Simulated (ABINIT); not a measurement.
# Quasiparticle gap of CdS (Hawleyite) in ABINIT

Aim: the G0W0 gap of CdS (Hawleyite) on PBE, step by step.

Method: PBE and many-body steps on it, plane waves, in ABINIT 10.8.3.

**What was measured.**

- Gap 2.42 eV: optical gap from inflexion point of photoacoustic spectrum, as-grown film; photoacoustic spectroscopy; film (as-grown chemical bath deposited film, about 0.25 um thick, deposited at 80 C) (“Study of the band--gap shift in CdS films: Influence of thermal annealing in different atmospheres”, 1995, arxiv:cond-mat/9501125).

**1. The system as given**

The structure is cubic, space group F-43m (No. 216). The conventional cell has a = 5.916 Å, b = 5.916 Å, c = 5.916 Å, α = 90.00°, β = 90.00°, γ = 90.00°. Cd has 4 S at 2.56 Å nearest. Nearest to S lie 4 Cd at 2.56 Å. Farther neighbours, and contacts between anions beyond the nearest, are not listed.

 The runs that relaxed it are not among those shown.

**2. Ground state**

This step: ABINIT 10.8.3; DFT, PBE, plane waves, norm-conserving pseudopotentials.

The ground-state density comes first.

Input file run.abi:

```
acell 3*1.0 Angstrom
rprim 
  -0.000000000000 2.958200000000 2.958200000000
  2.958200000000 -0.000000000000 2.958200000000
  2.958200000000 2.958200000000 -0.000000000000
ntypat 2
znucl 48 16
natom 2
typat 1 2
xred 
  0.000000000000 0.000000000000 0.000000000000
  0.250000000000 0.250000000000 0.250000000000
pp_dirpath "pseudos"
pseudos "Cd.upf, S.upf"
ecut 47
ngkpt 6 6 6
nshiftk 1
shiftk 0 0 0
kptopt 1
chksymbreak 0
nband 18
occopt 1
tolvrs 1e-10
nstep 60
prtwf 0
optforces 0
optstress 0
indata_prefix "in"
outdata_prefix "out"
tmpdata_prefix "tmp"
```

The run is started by

```
OMP_NUM_THREADS=1 mpirun -n 4 abinit run.abi > log
```

The program printed:

```text
.Version 10.8.3 of ABINIT. v10.8.2 released Aug 2026.

 Symmetries : space group F-4 3 m (#216); Bravais cF (face-center cubic)
================================================================================
 Values of the parameters that define the memory need of the present run
     intxc =       0    ionmov =       0      iscf =       7    lmnmax =       6
     lnmax =       6     mgfft =      50  mpssoang =       3    mqgrid =    3001
     natom =       2  nloc_mem =       1    nspden =       1   nspinor =       1
    nsppol =       1      nsym =      24    n1xccc =    2501    ntypat =       2
    occopt =       1   xclevel =       2
-    mband =          18        mffmem =           1         mkmem =           4
       mpw =        5396          nfft =      125000          nkpt =          16
================================================================================
  Rough estimation (10% accuracy) of disk space for files :
================================================================================

--------------------------------------------------------------------------------
------------- Echo of variables that govern the present computation ------------
--------------------------------------------------------------------------------
 -outvars: echo values of preprocessed input variables --------
            acell      1.8897261259E+00  1.8897261259E+00  1.8897261259E+00 Bohr

      chksymbreak           0
             ecut      4.70000000E+01 Hartree
-          fftalg         312

              ixc     -101130
              kpt      0.00000000E+00  0.00000000E+00  0.00000000E+00
                       1.66666667E-01  0.00000000E+00  0.00000000E+00
                       3.33333333E-01  0.00000000E+00  0.00000000E+00
                       5.00000000E-01  0.00000000E+00  0.00000000E+00
                       1.66666667E-01  1.66666667E-01  0.00000000E+00
                       3.33333333E-01  1.66666667E-01  0.00000000E+00
                       5.00000000E-01  1.66666667E-01  0.00000000E+00
                      -3.33333333E-01  1.66666667E-01  0.00000000E+00
                      -1.66666667E-01  1.66666667E-01  0.00000000E+00
   [... 5 further rows ...]
                      -3.33333333E-01  3.33333333E-01  1.66666667E-01
                      -3.33333333E-01  5.00000000E-01  1.66666667E-01
         kptrlatt        6    0    0      0    6    0      0    0    6
          kptrlen      4.74343166E+01
P           mkmem           4
            natom           2
            nband          18
            ngfft          50      50      50
             nkpt          16
            nstep          60
             nsym          24
           ntypat           2
              occ      2.000000  2.000000  2.000000  2.000000  2.000000  2.000000
                       2.000000  2.000000  2.000000  2.000000  2.000000  2.000000
                       2.000000  0.000000  0.000000  0.000000  0.000000  0.000000
        optforces           0
        optstress           0
            prtwf           0
            rprim     -0.0000000000E+00  2.9582000000E+00  2.9582000000E+00
[...]
spgroup         216

           tolvrs      1.00000000E-10

             xred      0.0000000000E+00  0.0000000000E+00  0.0000000000E+00
[...]
znucl       48.00000   16.00000

================================================================================

 chkinp: Checking input parameters for consistency.

================================================================================
== DATASET  1 ==================================================================
-   mpi_nproc: 4, omp_nthreads: 1 (-1 if OMP is not activated)

--- !DatasetInfo
iteration_state: {dtset: 1, }
dimensions: {natom: 2, nkpt: 16, mband: 18, nsppol: 1, nspinor: 1, nspden: 1, mpw: 5396, }
cutoff_energies: {ecut:  47.0, pawecutdg:  -1.0, }
electrons: {nelect:   2.60000000E+01, charge:   0.00000000E+00, occopt:   1.00000000E+00, tsmear:   1.00000000E-02, }

 Real(R)+Recip(G) space primitive vectors, cartesian coordinates (Bohr,Bohr^-1):
 R(1)=  0.0000000  5.5901878  5.5901878  G(1)= -0.0894424  0.0894424  0.0894424
 R(2)=  5.5901878  0.0000000  5.5901878  G(2)=  0.0894424 -0.0894424  0.0894424
 R(3)=  5.5901878  5.5901878  0.0000000  G(3)=  0.0894424  0.0894424 -0.0894424
 Unit cell volume ucvol=  3.4938897E+02 bohr^3
 Angles (23,13,12)=  6.00000000E+01  6.00000000E+01  6.00000000E+01 degrees

 getcut: wavevector=  0.0000  0.0000  0.0000  ngfft=  50  50  50
         ecut(hartree)=     47.000   => boxcut(ratio)=   2.05016

--- Pseudopotential description ------------------------------------------------
- Cd Generated using ONCVPSP code by D. R. Hamann
- 48.00000  20.00000  171031                  znucl, zion, pspdat
12 -101130 2 -1 1368                          pspcod,pspxc,lmax,lloc,mmax
     nproj     2     2     2
  pspatm : epsatm=   23.16453630
         --- l  ekb(1:nproj) -->
[...]
pspatm: atomic psp has been read  and splines computed

- S Generated using ONCVPSP code by D. R. Hamann
- 16.00000   6.00000  171031                  znucl, zion, pspdat
12 -101130 2 -1 1146                          pspcod,pspxc,lmax,lloc,mmax
     nproj     2     2     2
  pspatm : epsatm=    9.01821529
         --- l  ekb(1:nproj) -->
[...]
2   -3.547662   -0.986524
 pspatm: atomic psp has been read  and splines computed

   8.36751541E+02                                ecore*ucvol(ha*bohr**3)
--------------------------------------------------------------------------------

_setup2: Arith. and geom. avg. npw (full set) are    5375.829    5375.817

================================================================================

--- !BeginCycle
iteration_state: {dtset: 1, }
solver: {iscf: 7, nstep: 60, nline: 4, wfoptalg: 0, }
tolerances: {tolvrs: 1.00E-10, }

     iter   Etot(hartree)      deltaE(h)  residm     vres2
 ETOT  1  -184.35159087238    -1.844E+02 2.595E+00 5.218E+03
 ETOT  2  -185.46973754420    -1.118E+00 1.667E-01 8.431E+03
 ETOT  3  -186.31871356007    -8.490E-01 2.276E-02 9.759E+02
 ETOT  4  -186.38974022762    -7.103E-02 5.117E-03 2.844E+02
 ETOT  5  -186.41712643919    -2.739E-02 8.788E-04 1.167E+01
 ETOT  6  -186.41830621434    -1.180E-03 4.932E-04 2.382E-01
 ETOT  7  -186.41832559105    -1.938E-05 2.580E-05 9.676E-02
 ETOT  8  -186.41833592172    -1.033E-05 1.881E-05 4.076E-03
 ETOT  9  -186.41833622937    -3.076E-07 3.733E-06 1.347E-03
 ETOT 10  -186.41833637416    -1.448E-07 4.459E-06 1.893E-07
 ETOT 11  -186.41833637427    -1.058E-10 2.694E-06 2.201E-08
 ETOT 12  -186.41833637426     7.361E-12 3.289E-06 5.861E-09
 ETOT 13  -186.41833637428    -1.825E-11 2.103E-06 9.760E-10
 ETOT 14  -186.41833637427     2.160E-12 2.496E-06 1.730E-11

 At SCF step   14       vres2   =  1.73E-11 < tolvrs=  1.00E-10 =>converged.

--- !ResultsGS
iteration_state: {dtset: 1, }
comment   : Summary of ground state results
lattice_vectors:
- [ -0.0000000,   5.5901878,   5.5901878, ]
- [  5.5901878,  -0.0000000,   5.5901878, ]
- [  5.5901878,   5.5901878,  -0.0000000, ]
lattice_lengths: [   7.90572,    7.90572,    7.90572, ]
lattice_angles: [ 60.000,  60.000,  60.000, ] # degrees, (23, 13, 12)
lattice_volume:   3.4938897E+02
convergence: {deltae:  2.160E-12, res2:  1.730E-11, residm:  2.496E-06, diffor:  0.000E+00, }
etotal    :  -1.86418336E+02
entropy   :   0.00000000E+00
fermie    :   1.42795302E-01
cartesian_stress_tensor: null
pressure_GPa: null
xred      :
- [  0.0000E+00,   0.0000E+00,   0.0000E+00, Cd]
- [  2.5000E-01,   2.5000E-01,   2.5000E-01,  S]
cartesian_forces: null
force_length_stats: {min: null, max: null, mean: null, }

 Integrated electronic density in atomic spheres:
 ------------------------------------------------
 Atom  Sphere_radius  Integrated_density
    1        2.00000         17.15956344
    2        2.00000          3.86112709
================================================================================

 ----iterations are completed or convergence reached----

 Mean square residual over all n,k,spin=   10.641E-09; max=  24.963E-07
 reduced coordinates (array xred) for    2 atoms
       0.000000      0.000000      0.000000
       0.250000      0.250000      0.250000
 rms dE/dt=  0.0000E+00; max dE/dt=  0.0000E+00; dE/dt below (all hartree)
    1       0.000000      0.000000      0.000000
    2       0.000000      0.000000      0.000000

 cartesian coordinates (angstrom) at end:
    1      0.000000     0.000000     0.000000
    2      1.479100     1.479100     1.479100
 length scales=  1.889726  1.889726  1.889726 bohr
              =  1.000000  1.000000  1.000000 angstroms
 prteigrs : about to open file out_EIG
 Fermi (or HOMO) energy (hartree) =   0.14280   Average Vxc (hartree)=  -0.33631
 Eigenvalues (hartree) for nkpt=  16  k points:
 kpt#   1, nband= 18, wtk=  0.00463, kpt=  0.0000  0.0000  0.0000 (reduced coord)
  -3.57940   -2.14850   -2.14850   -2.14850   -0.30235   -0.13576   -0.13576   -0.13576
  -0.12022   -0.12022    0.14280    0.14280    0.14280    0.18145    0.38300    0.38300
   0.38300    0.55485
 prteigrs : prtvol=0 or 1, do not print more k-points.

--- !EnergyTerms
iteration_state     : {dtset: 1, }
comment             : Components of total free energy in Hartree
kinetic             :  6.536153E+01
hartree             :  6.610803E+01
xc                  : -2.740608E+01
Ewald energy        : -9.800496E+01
psp_core            :  2.394900E+00
local_psp           : -2.006110E+02
non_local_psp       :  5.739264E+00
total_energy        : -1.864183E+02
total_energy_eV     : -5.072701E+03
band_energy         : -2.142474E+01

== END DATASET(S) ==============================================================
================================================================================

 -outvars: echo values of variables after computation  --------
           etotal     -1.8641833637E+02
            nband          18
             nkpt          16
          spgroup         216
 [... the other variables as echoed above ...]

 Calculation completed.
```

Run time: 19 s. Hardware: 4 MPI ranks of Intel Xeon Platinum 8375C at 2.90GHz (Ice Lake), shared host; peak memory 0.4 GiB.

Numbers from this step:

| Item | Value |
| --- | --- |
| total energy | -5072.7014 eV |
| gap | 1.052 eV |
| k of the valence top | 0, 0, 0 |
| k of the conduction bottom | 0, 0, 0 |
| least direct gap | 1.052 eV |

The gap is direct, at Γ.

(Part 1 of 3 ends here.)

[Long decimals in the printed logs are rounded to 6 places.]

[Logs are printed without paths, hosts, clocks, repeated set-up lines and the standing remarks that a program may print on its own settings, such as how far it seeks lower states.]

[Paths, hosts, dates, memory and timing lines, banners, echoed tables and standing remarks are left out of the program output; an Ansatz launch command may be rebuilt from the run's recorded settings. Measured values are a selection of at most five: reports struck by readers or far from the other reports are left out. None is set beside runs whose start may be inverted or whose files or cutoffs have a known fault.]

[Runs of the session that timed out or met a known fault of the program may be left out.]

[Hosts, paths, dates, database ids (printed as entryN), source tags and the programs' standing remarks are cut or masked in the printed files.]

[G0W0 gaps are taken among the corrected bands and points alone; a level outside them can change the order at an edge.]

[Where Ansatz stands beside ABINIT at settings called matched, ABINIT's density can come from a denser mesh and the files from another edition; pairs whose starting gaps differed by over 0.03 eV were left out, so agreement reads better than it is.]
